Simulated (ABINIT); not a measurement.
# A GW chain in ABINIT: SiO2 (P3_221), part 2 of 3

Wanted: ground state, empty states, screening and self-energy for SiO2 (P3_221).

ABINIT 10.8.3; PBE and many-body steps on it, plane waves. Known limits of the many-body steps: not at the basis limit; coarse k mesh.

So far. Step 2 (Ground state): The gap is indirect, with the least direct gap 0.32 eV higher.

### 3. Bands along the symmetry lines

Level of this step: DFT, PBE, plane waves, norm-conserving pseudopotentials (ABINIT).

The cheap functional maps the bands first; the places of the edges decide which points the dearer methods must see.

Contents of run.abi:

```
acell 3*1.0 Angstrom
rprim 
  4.916359999971 0.000000000007 0.000000000000
  -2.458179999991 4.257692654122 0.000000000000
  0.000000000000 0.000000000000 5.408400000000
ntypat 2
znucl 14 8
natom 9
typat 1 1 1 2 2 2 2 2 2
xred 
  0.469730000000 0.000000000000 0.666666666667
  0.000000000000 0.469730000000 0.333333333333
  0.530270000000 0.530270000000 -0.000000000000
  0.413540000000 0.267580000000 0.785580000000
  0.732420000000 0.145960000000 0.452246666667
  0.854040000000 0.586460000000 0.118913333333
  0.267580000000 0.413540000000 0.214420000000
  0.145960000000 0.732420000000 0.547753333333
  0.586460000000 0.854040000000 0.881086666667
pp_dirpath "pseudos"
pseudos "Si.upf, O.upf"
ecut 36
iscf -2
irdden 1
kptopt 0
nkpt 39
kpt 
  0.00000000 0.00000000 0.00000000
  0.12500000 0.00000000 0.00000000
  0.25000000 0.00000000 0.00000000
  0.37500000 0.00000000 0.00000000
  0.50000000 0.00000000 0.00000000
  0.45833333 0.08333333 0.00000000
  0.41666666 0.16666666 0.00000000
  0.37500000 0.25000000 0.00000000
  0.33333333 0.33333333 0.00000000
  0.25000000 0.25000000 0.00000000
  0.16666666 0.16666666 0.00000000
  0.08333333 0.08333333 0.00000000
  0.00000000 0.00000000 0.00000000
  0.00000000 0.00000000 0.12500000
  0.00000000 0.00000000 0.25000000
  0.00000000 0.00000000 0.37500000
  0.00000000 0.00000000 0.50000000
  0.12500000 0.00000000 0.50000000
  0.25000000 0.00000000 0.50000000
  0.37500000 0.00000000 0.50000000
  0.50000000 0.00000000 0.50000000
  0.45833333 0.08333333 0.50000000
  0.41666666 0.16666666 0.50000000
  0.37500000 0.25000000 0.50000000
  0.33333333 0.33333333 0.50000000
  0.25000000 0.25000000 0.50000000
  0.16666666 0.16666666 0.50000000
  0.08333333 0.08333333 0.50000000
  0.00000000 0.00000000 0.50000000
  0.50000000 0.00000000 0.50000000
  0.50000000 0.00000000 0.37500000
  0.50000000 0.00000000 0.25000000
  0.50000000 0.00000000 0.12500000
  0.50000000 -0.00000000 0.00000000
  0.33333333 0.33333333 0.50000000
  0.33333333 0.33333333 0.37500000
  0.33333333 0.33333333 0.25000000
  0.33333333 0.33333333 0.12500000
  0.33333333 0.33333333 0.00000000
istwfk *1
nband 37
nbdbuf 8
tolwfr 1e-07
nstep 50
prtwf 0
prtvol 0
indata_prefix "in"
outdata_prefix "out"
tmpdata_prefix "tmp"
```

Run with:

```console
$ OMP_NUM_THREADS=1 mpirun -n 4 abinit run.abi > log
```

Numbers of over 12 decimals in the logs are rounded to 6 here.

Output:

```text
.Version 10.8.3 of ABINIT. v10.8.2 released Aug 2026.

 Symmetries : space group P3_2 2 1 (#154); Bravais hP (primitive hexag.)
[... echo of the input left out ...]
== DATASET  1 ==================================================================
-   mpi_nproc: 4, omp_nthreads: 1 (-1 if OMP is not activated)

--- !DatasetInfo
iteration_state: {dtset: 1, }
dimensions: {natom: 9, nkpt: 39, mband: 37, nsppol: 1, nspinor: 1, nspden: 1, mpw: 7935, }
cutoff_energies: {ecut:  36.0, pawecutdg:  -1.0, }
electrons: {nelect:   4.80000000E+01, charge:   0.00000000E+00, occopt:   1.00000000E+00, tsmear:   1.00000000E-02, }

 Real(R)+Recip(G) space primitive vectors, cartesian coordinates (Bohr,Bohr^-1):
 R(1)=  9.2905739  0.0000000  0.0000000  G(1)=  0.1076360  0.0621437  0.0000000
 R(2)= -4.6452870  8.0458730  0.0000000  G(2)=  0.0000000  0.1242873  0.0000000
 R(3)=  0.0000000  0.0000000 10.2203948  G(3)=  0.0000000  0.0000000  0.0978436
 Unit cell volume ucvol=  7.6398247E+02 bohr^3
 Angles (23,13,12)=  9.00000000E+01  9.00000000E+01  1.20000000E+02 degrees

 getcut: wavevector=  0.0000  0.0000  0.0000  ngfft=  54  54  60
         ecut(hartree)=     36.000   => boxcut(ratio)=   2.15246

--- Pseudopotential description ------------------------------------------------
- Si Generated using ONCVPSP code by D. R. Hamann
- 14.00000   4.00000  171031                  znucl, zion, pspdat
12 -101130 2 -1 1510                          pspcod,pspxc,lmax,lloc,mmax
     nproj     2     2     2
  pspatm : epsatm=    9.34321561
         --- l  ekb(1:nproj) -->
             0    5.168965    0.829883
             1    2.571282    0.578307
             2   -2.427311   -0.488097
 pspatm: atomic psp has been read  and splines computed

- O Generated using ONCVPSP code by D. R. Hamann
-  8.00000   6.00000  171031                  znucl, zion, pspdat
12 -101130 2 -1 936                           pspcod,pspxc,lmax,lloc,mmax
     nproj     2     2     1
  pspatm : epsatm=    6.19545534
         --- l  ekb(1:nproj) -->
[...]
2   -1.331955
 pspatm: atomic psp has been read  and splines computed

--------------------------------------------------------------------------------

================================================================================
 prteigrs : about to open file out_EIG
 Non-SCF case, kpt    1 (  0.00000  0.00000  0.00000), residuals and eigenvalues=
  2.58E-08  1.69E-08  6.55E-08  5.66E-08  2.50E-08  3.37E-08  1.51E-08  3.56E-08
  4.53E-08  2.63E-08  3.30E-08  9.53E-08  2.86E-08  8.98E-08  2.47E-08  3.40E-08
  3.94E-08  7.85E-08  8.44E-08  3.00E-08  8.78E-08  6.54E-08  3.90E-08  9.57E-08
[...]
3.63E-06  4.66E-05  1.09E-04  2.27E-04  1.41E-03
 -7.0406E-01 -6.4788E-01 -6.4788E-01 -6.2422E-01 -6.2303E-01 -6.2303E-01
 -2.9529E-01 -2.9529E-01 -1.9193E-01 -1.9157E-01 -1.8494E-01 -1.8494E-01
[...]
4.8531E-01

--- !ResultsGS
iteration_state: {dtset: 1, }
comment   : Summary of ground state results
lattice_vectors:
- [  9.2905739,   0.0000000,   0.0000000, ]
- [ -4.6452870,   8.0458730,   0.0000000, ]
- [  0.0000000,   0.0000000,  10.2203948, ]
lattice_lengths: [   9.29057,    9.29057,   10.22039, ]
lattice_angles: [ 90.000,  90.000, 120.000, ] # degrees, (23, 13, 12)
lattice_volume:   7.6398247E+02
convergence: {deltae:  0.000E+00, res2:  0.000E+00, residm:  9.986E-08, diffor:  0.000E+00, }
etotal    :  -1.12355417E+02
entropy   :   0.00000000E+00
fermie    :   7.22210299E-03
cartesian_stress_tensor: null
pressure_GPa: null
xred      :
- [  4.6973E-01,   7.4015E-17,   6.6667E-01, Si]
- [  1.6639E-18,   4.6973E-01,   3.3333E-01, Si]
- [  5.3027E-01,   5.3027E-01,   9.2519E-18, Si]
- [  4.1354E-01,   2.6758E-01,   7.8558E-01,  O]
- [  7.3242E-01,   1.4596E-01,   4.5225E-01,  O]
- [  8.5404E-01,   5.8646E-01,   1.1891E-01,  O]
- [  2.6758E-01,   4.1354E-01,   2.1442E-01,  O]
- [  1.4596E-01,   7.3242E-01,   5.4775E-01,  O]
- [  5.8646E-01,   8.5404E-01,   8.8109E-01,  O]
cartesian_forces: null
force_length_stats: {min: null, max: null, mean: null, }

 Integrated electronic density in atomic spheres:
 ------------------------------------------------
 Atom  Sphere_radius  Integrated_density
[...]
================================================================================

 ----iterations are completed or convergence reached----

 Mean square residual over all n,k,spin=   49.400E-09; max=  99.857E-09
 reduced coordinates (array xred) for    9 atoms
[...]
0.145960000000      0.732420000000      0.547753333333
       0.586460000000      0.854040000000      0.881086666667

 cartesian coordinates (angstrom) at end:
    1      2.309362     3.29e-12     3.605600
    2     -1.154681     1.999966     1.802800
    3      1.303499     2.257727     0.000000
[...]
8     -1.082828     3.118419     2.962469
    9      0.783864     3.636240     4.765269
 length scales=  1.889726125908  1.889726125908  1.889726125908 bohr
              =  1.000000000000  1.000000000000  1.000000000000 angstroms
 prteigrs : about to open file out_EIG
 Eigenvalues (hartree) for nkpt=  39  k points:
 kpt#   1, nband= 37, wtk=  1.00000, kpt=  0.0000  0.0000  0.0000 (reduced coord)
[...]
kpt#   2, nband= 37, wtk=  1.00000, kpt=  0.1250  0.0000  0.0000 (reduced coord)
[...]
kpt#   3, nband= 37, wtk=  1.00000, kpt=  0.2500  0.0000  0.0000 (reduced coord)
[...]
kpt#  38, nband= 37, wtk=  1.00000, kpt=  0.3333  0.3333  0.1250 (reduced coord)
[...]
0.44201    0.46214    0.46747    0.48612    0.48696
 kpt#  39, nband= 37, wtk=  1.00000, kpt=  0.3333  0.3333  0.0000 (reduced coord)
[...]
-0.06818   -0.06242   -0.05562   -0.03780   -0.03780   -0.00873   -0.00873    0.00722
   0.33569    0.33569    0.35394    0.38873    0.39447    0.39447    0.40742    0.40742
   0.44974    0.46113    0.48372    0.48425    0.48531

== END DATASET(S) ==============================================================
================================================================================

 -outvars: echo values of variables after computation  --------
            nband          37
             nkpt          39
          spgroup         154
 [... the other variables as echoed above ...]

 Calculation completed.
```

Elapsed: 61 s, on 4 MPI ranks of Arm Neoverse V1, shared host; peak memory 0.47 GiB; 4 min of CPU time.

This step gave:

```
gap                        : 6.031 eV
k of the valence top       : 0.3333, 0.3333, 0
k of the conduction bottom : 0, 0, 0
least direct gap           : 6.346 eV
```

The gap is 6.031 eV, as in the run before at this level.

The electronic bands at the labelled points (eV, zero at the top of the highest filled band):

```csv
point,band 21,band 22,band 23,band 24,band 25,band 26,band 27,band 28
Γ,-1.00,-0.68,-0.32,-0.32,6.03,9.33,9.33,9.78
halfway,-1.00,-0.83,-0.24,-0.15,6.91,9.33,9.40,9.90
M,-1.03,-0.78,-0.27,-0.04,8.28,9.01,9.73,9.74
halfway,-1.09,-0.63,-0.31,-0.02,8.47,9.07,9.62,9.95
K,-1.23,-0.43,-0.43,0.00,8.94,8.94,9.43,10.38
halfway,-0.91,-0.87,-0.25,-0.11,7.16,9.33,9.48,9.94
Γ,-1.00,-0.68,-0.32,-0.32,6.03,9.33,9.33,9.78
halfway,-1.07,-0.53,-0.22,-0.10,6.62,9.17,9.26,9.29
A,-1.21,-0.21,-0.21,-0.09,7.97,7.97,9.08,9.76
halfway,-1.08,-0.44,-0.41,-0.15,8.36,8.50,9.40,9.75
L,-0.88,-0.84,-0.60,-0.19,8.93,9.41,9.69,9.85
halfway,-0.86,-0.83,-0.62,-0.33,8.96,9.58,9.78,9.89
H,-0.93,-0.76,-0.58,-0.58,9.02,9.81,9.81,10.12
halfway,-1.06,-0.54,-0.39,-0.22,8.47,8.65,9.45,9.92
A,-1.21,-0.21,-0.21,-0.09,7.97,7.97,9.08,9.76
jump to L,-0.88,-0.84,-0.60,-0.19,8.93,9.41,9.69,9.85
halfway,-0.96,-0.72,-0.44,-0.12,8.56,9.11,9.59,10.06
M,-1.03,-0.78,-0.27,-0.04,8.28,9.01,9.73,9.74
jump to H,-0.93,-0.76,-0.58,-0.58,9.02,9.81,9.81,10.12
halfway,-1.01,-0.55,-0.51,-0.20,8.94,9.25,9.62,10.23
K,-1.23,-0.43,-0.43,0.00,8.94,8.94,9.43,10.38
```

### 4. Empty states on the mesh, 3×3×2 mesh, 584 bands

The sums over transitions need many empty states on a uniform mesh; this step solves for them.

Contents of run.abi:

```
acell 3*1.0 Angstrom
rprim 
  4.916359999971 0.000000000007 0.000000000000
  -2.458179999991 4.257692654122 0.000000000000
  0.000000000000 0.000000000000 5.408400000000
ntypat 2
znucl 14 8
natom 9
typat 1 1 1 2 2 2 2 2 2
xred 
  0.469730000000 0.000000000000 0.666666666667
  0.000000000000 0.469730000000 0.333333333333
  0.530270000000 0.530270000000 -0.000000000000
  0.413540000000 0.267580000000 0.785580000000
  0.732420000000 0.145960000000 0.452246666667
  0.854040000000 0.586460000000 0.118913333333
  0.267580000000 0.413540000000 0.214420000000
  0.145960000000 0.732420000000 0.547753333333
  0.586460000000 0.854040000000 0.881086666667
pp_dirpath "pseudos"
pseudos "Si.upf, O.upf"
ecut 36
ngkpt 3 3 2
nshiftk 1
shiftk 0 0 0
kptopt 1
chksymbreak 0
iscf -2
irdden 1
istwfk *1
nband 584
nbdbuf 52
tolwfr 1e-09
nstep 60
prtvol 0
indata_prefix "in"
outdata_prefix "out"
tmpdata_prefix "tmp"
```

Output:

```text
.Version 10.8.3 of ABINIT. v10.8.2 released Aug 2026.

 Symmetries : space group P3_2 2 1 (#154); Bravais hP (primitive hexag.)
[... echo of the input left out ...]
== DATASET  1 ==================================================================
-   mpi_nproc: 4, omp_nthreads: 1 (-1 if OMP is not activated)

--- !DatasetInfo
iteration_state: {dtset: 1, }
dimensions: {natom: 9, nkpt: 6, mband: 584, nsppol: 1, nspinor: 1, nspden: 1, mpw: 7935, }
cutoff_energies: {ecut:  36.0, pawecutdg:  -1.0, }
electrons: {nelect:   4.80000000E+01, charge:   0.00000000E+00, occopt:   1.00000000E+00, tsmear:   1.00000000E-02, }

 Real(R)+Recip(G) space primitive vectors, cartesian coordinates (Bohr,Bohr^-1):
 R(1)=  9.2905739  0.0000000  0.0000000  G(1)=  0.1076360  0.0621437  0.0000000
 R(2)= -4.6452870  8.0458730  0.0000000  G(2)=  0.0000000  0.1242873  0.0000000
 R(3)=  0.0000000  0.0000000 10.2203948  G(3)=  0.0000000  0.0000000  0.0978436
 Unit cell volume ucvol=  7.6398247E+02 bohr^3
 Angles (23,13,12)=  9.00000000E+01  9.00000000E+01  1.20000000E+02 degrees

 getcut: wavevector=  0.0000  0.0000  0.0000  ngfft=  54  54  60
         ecut(hartree)=     36.000   => boxcut(ratio)=   2.15246

--- Pseudopotential description ------------------------------------------------
- Si Generated using ONCVPSP code by D. R. Hamann
- 14.00000   4.00000  171031                  znucl, zion, pspdat
12 -101130 2 -1 1510                          pspcod,pspxc,lmax,lloc,mmax
     nproj     2     2     2
  pspatm : epsatm=    9.34321561
         --- l  ekb(1:nproj) -->
             0    5.168965    0.829883
             1    2.571282    0.578307
             2   -2.427311   -0.488097
 pspatm: atomic psp has been read  and splines computed

- O Generated using ONCVPSP code by D. R. Hamann
-  8.00000   6.00000  171031                  znucl, zion, pspdat
12 -101130 2 -1 936                           pspcod,pspxc,lmax,lloc,mmax
     nproj     2     2     1
  pspatm : epsatm=    6.19545534
         --- l  ekb(1:nproj) -->
[...]
2   -1.331955
 pspatm: atomic psp has been read  and splines computed

--------------------------------------------------------------------------------

================================================================================
 prteigrs : about to open file out_EIG
 Non-SCF case, kpt    1 (  0.00000  0.00000  0.00000), residuals and eigenvalues=
  2.62E-10  3.78E-10  2.94E-10  3.49E-10  4.30E-10  3.19E-10  1.05E-10  1.27E-10
  4.58E-10  1.44E-10  1.08E-10  8.70E-11  8.68E-11  6.68E-11  9.54E-11  7.09E-10
  1.03E-10  9.69E-11  1.23E-10  9.57E-11  1.03E-10  1.11E-10  7.37E-11  1.40E-10
[...]
-7.0406E-01 -6.4788E-01 -6.4788E-01 -6.2422E-01 -6.2303E-01 -6.2303E-01
 -2.9529E-01 -2.9529E-01 -1.9193E-01 -1.9157E-01 -1.8494E-01 -1.8494E-01
 -1.0033E-01 -1.0033E-01 -9.1767E-02 -8.2419E-02 -4.7610E-02 -4.7610E-02
[...]
5.8203E+00  5.8203E+00  5.8792E+00  5.8793E+00  5.8794E+00  5.8971E+00
  5.9101E+00  5.9237E+00  5.9355E+00  5.9367E+00  5.9590E+00  5.9677E+00
  5.9733E+00  6.0077E+00
 prteigrs : prtvol=0 or 1, do not print more k-points.

--- !ResultsGS
iteration_state: {dtset: 1, }
comment   : Summary of ground state results
lattice_vectors:
- [  9.2905739,   0.0000000,   0.0000000, ]
- [ -4.6452870,   8.0458730,   0.0000000, ]
- [  0.0000000,   0.0000000,  10.2203948, ]
lattice_lengths: [   9.29057,    9.29057,   10.22039, ]
lattice_angles: [ 90.000,  90.000, 120.000, ] # degrees, (23, 13, 12)
lattice_volume:   7.6398247E+02
convergence: {deltae:  0.000E+00, res2:  0.000E+00, residm:  9.971E-10, diffor:  0.000E+00, }
etotal    :  -1.12355417E+02
entropy   :   0.00000000E+00
fermie    :   7.22210299E-03
cartesian_stress_tensor: null
pressure_GPa: null
xred      :
- [  4.6973E-01,   7.4015E-17,   6.6667E-01, Si]
- [  1.6639E-18,   4.6973E-01,   3.3333E-01, Si]
- [  5.3027E-01,   5.3027E-01,   9.2519E-18, Si]
- [  4.1354E-01,   2.6758E-01,   7.8558E-01,  O]
- [  7.3242E-01,   1.4596E-01,   4.5225E-01,  O]
- [  8.5404E-01,   5.8646E-01,   1.1891E-01,  O]
- [  2.6758E-01,   4.1354E-01,   2.1442E-01,  O]
- [  1.4596E-01,   7.3242E-01,   5.4775E-01,  O]
- [  5.8646E-01,   8.5404E-01,   8.8109E-01,  O]
cartesian_forces: null
force_length_stats: {min: null, max: null, mean: null, }

 Integrated electronic density in atomic spheres:
 ------------------------------------------------
 Atom  Sphere_radius  Integrated_density
[...]
================================================================================

 ----iterations are completed or convergence reached----

 Mean square residual over all n,k,spin=   29.194E-11; max=  99.707E-11
 reduced coordinates (array xred) for    9 atoms
[...]
0.145960000000      0.732420000000      0.547753333333
       0.586460000000      0.854040000000      0.881086666667

 cartesian coordinates (angstrom) at end:
    1      2.309362     3.29e-12     3.605600
    2     -1.154681     1.999966     1.802800
    3      1.303499     2.257727     0.000000
[...]
8     -1.082828     3.118419     2.962469
    9      0.783864     3.636240     4.765269
 length scales=  1.889726125908  1.889726125908  1.889726125908 bohr
              =  1.000000000000  1.000000000000  1.000000000000 angstroms
 prteigrs : about to open file out_EIG
 Eigenvalues (hartree) for nkpt=   6  k points:
 kpt#   1, nband=584, wtk=  0.05556, kpt=  0.0000  0.0000  0.0000 (reduced coord)
[...]
5.79685    5.80718    5.82029    5.82030    5.87921    5.87926    5.87939    5.89708
   5.91005    5.92370    5.93550    5.93672    5.95897    5.96769    5.97334    6.00774
 prteigrs : prtvol=0 or 1, do not print more k-points.

== END DATASET(S) ==============================================================
================================================================================

 -outvars: echo values of variables after computation  --------
            nband         584
             nkpt           6
          spgroup         154
 [... the other variables as echoed above ...]

 Calculation completed.
```

The job ended after 16 min (4 MPI ranks; peak memory 0.8 GiB).

This step gave:

- gap: 6.031 eV
- k of the valence top: 0.3333, 0.3333, 0
- k of the conduction bottom: 0, 0, 0
- least direct gap: 6.346 eV
- k points computed: 6
- lowest point of the top converged band, above the valence top: 150.6474 eV

On this mesh the gap is 6.031 eV.

### 5. Screening, 3×3×2 mesh, 532 bands, screening to 274.8 eV

The RPA dielectric matrix is built and inverted for each q.

This step: RPA screening on PBE, plane waves, norm-conserving pseudopotentials.

Edit run.abi of step 4 so:

```diff
@@ -27,10 +27,11 @@
 chksymbreak 0
-iscf -2
-irdden 1
 istwfk *1
-nband 584
-nbdbuf 52
-tolwfr 1e-09
-nstep 60
-prtvol 0
+occopt 1
+irdwfk 1
+optdriver 3
+nband 532
+ecuteps 10.1
+inclvkb 2
+awtr 1
+symchi 1
 indata_prefix "in"
```

Output:

```text
.Version 10.8.3 of ABINIT. v10.8.2 released Aug 2026.

 Symmetries : space group P3_2 2 1 (#154); Bravais hP (primitive hexag.)
[... echo of the input left out ...]
== DATASET  1 ==================================================================
-   mpi_nproc: 4, omp_nthreads: 1 (-1 if OMP is not activated)

--- !DatasetInfo
iteration_state: {dtset: 1, }
dimensions: {natom: 9, nkpt: 6, mband: 532, nsppol: 1, nspinor: 1, nspden: 1, mpw: 7935, }
cutoff_energies: {ecut:  36.0, pawecutdg:  -1.0, }
electrons: {nelect:   4.80000000E+01, charge:   0.00000000E+00, occopt:   1.00000000E+00, tsmear:   1.00000000E-02, }

 SCREENING: Calculation of the susceptibility and dielectric matrices

 Based on a program developped by R.W. Godby, V. Olevano, G. Onida, and L. Reining.
 Incorporated in ABINIT by V. Olevano, G.-M. Rignanese, and M. Torrent.
.Using double precision arithmetic ; gwpc =  8

[... cell and pseudopotentials left out ...]
--------------------------------------------------------------------------------

 ==== K-mesh for the wavefunctions ====
 Number of points in the irreducible wedge :     6
[... list of points left out ...]
 Together with  6 symmetry operations and time-reversal symmetry
 yields    18 points in the full Brillouin Zone.

 ==== Q-mesh for the screening function ====
 Number of points in the irreducible wedge :     6
[... list of points left out ...]
 Together with  6 symmetry operations and time-reversal symmetry
 yields    18 points in the full Brillouin Zone.

 setmesh: FFT mesh size selected  =    36x   36x   45
          total number of points  =        58320

 vcoul_init : cutoff-mode = AUXILIARY_FUNCTION
 q-points for optical limit:   1
     1)      0.000010    0.000020    0.000030

- screening: taking advantage of time-reversal symmetry
- Maximum band index for partially occupied states nbvw = 24
- Remaining bands to be divided among processors   nbcw = 508
- Number of bands treated by each node ~127

 Number of electrons calculated from density =   48.0000; Expected =   48.0000
 average of density, n =  0.062829
 r_s =    1.5605
 omega_plasma =   24.1788 [eV]

 calculating chi0 at frequencies [eV] :
  1    0.000000E+00    0.000000E+00
  2    0.000000E+00    2.417879E+01

--------------------------------------------------------------------------------
  q-point number  1        q = ( 0.000000, 0.000000, 0.000000) [r.l.u.]
--------------------------------------------------------------------------------
[... chi0 elements left out ...]
 For q-point:  0.000010 0.000020 0.000030
  dielectric constant =   2.3222
  dielectric constant without local fields =   2.5455

  Average fulfillment of the sum rule on Im[epsilon] for q-point    1 :     86.56  [%]
[... wings left out ...]
  q-point number  2        q = ( 0.333333, 0.000000, 0.000000) [r.l.u.]
--------------------------------------------------------------------------------
[... chi0 elements left out ...]
  Average fulfillment of the sum rule on Im[epsilon] for q-point    2 :     89.06  [%]

 [... 4 further q-points ...]
```

It took 17 min on 4 MPI ranks; peak memory 4.4 GiB; 70 min of CPU time.

This step gave:

```
ε∞ with local fields, on this mesh, along the program's q direction : 2.322
the same without local fields                                       : 2.546
plasma frequency                                                    : 24.18 eV
plane waves in the screening matrix                                 : 1155
```

Local fields lower ε∞ by 9 %. On a Γ-centred mesh this coarse the value itself is usually too large, while a short band sum pulls it down.

(Part 2 of 3 ends here.)

[Paths, hosts, dates, memory and timing lines, banners, echoed tables and standing remarks are left out of the program output.]

[Logs are printed without paths, hosts, clocks, repeated set-up lines and the standing remarks that a program may print on its own settings, such as how far it seeks lower states.]

[Runs of the session that timed out or met a known fault of the program may be left out.]

[Hosts, paths, dates, database ids (printed as entryN), source tags and the programs' standing remarks are cut or masked in the printed files.]

[G0W0 gaps are taken among the corrected bands and points alone; a level outside them can change the order at an edge.]

[Where Ansatz stands beside ABINIT at settings called matched, ABINIT's density can come from a denser mesh and the files from another edition; pairs whose starting gaps differed by over 0.03 eV were left out, so agreement reads better than it is.]
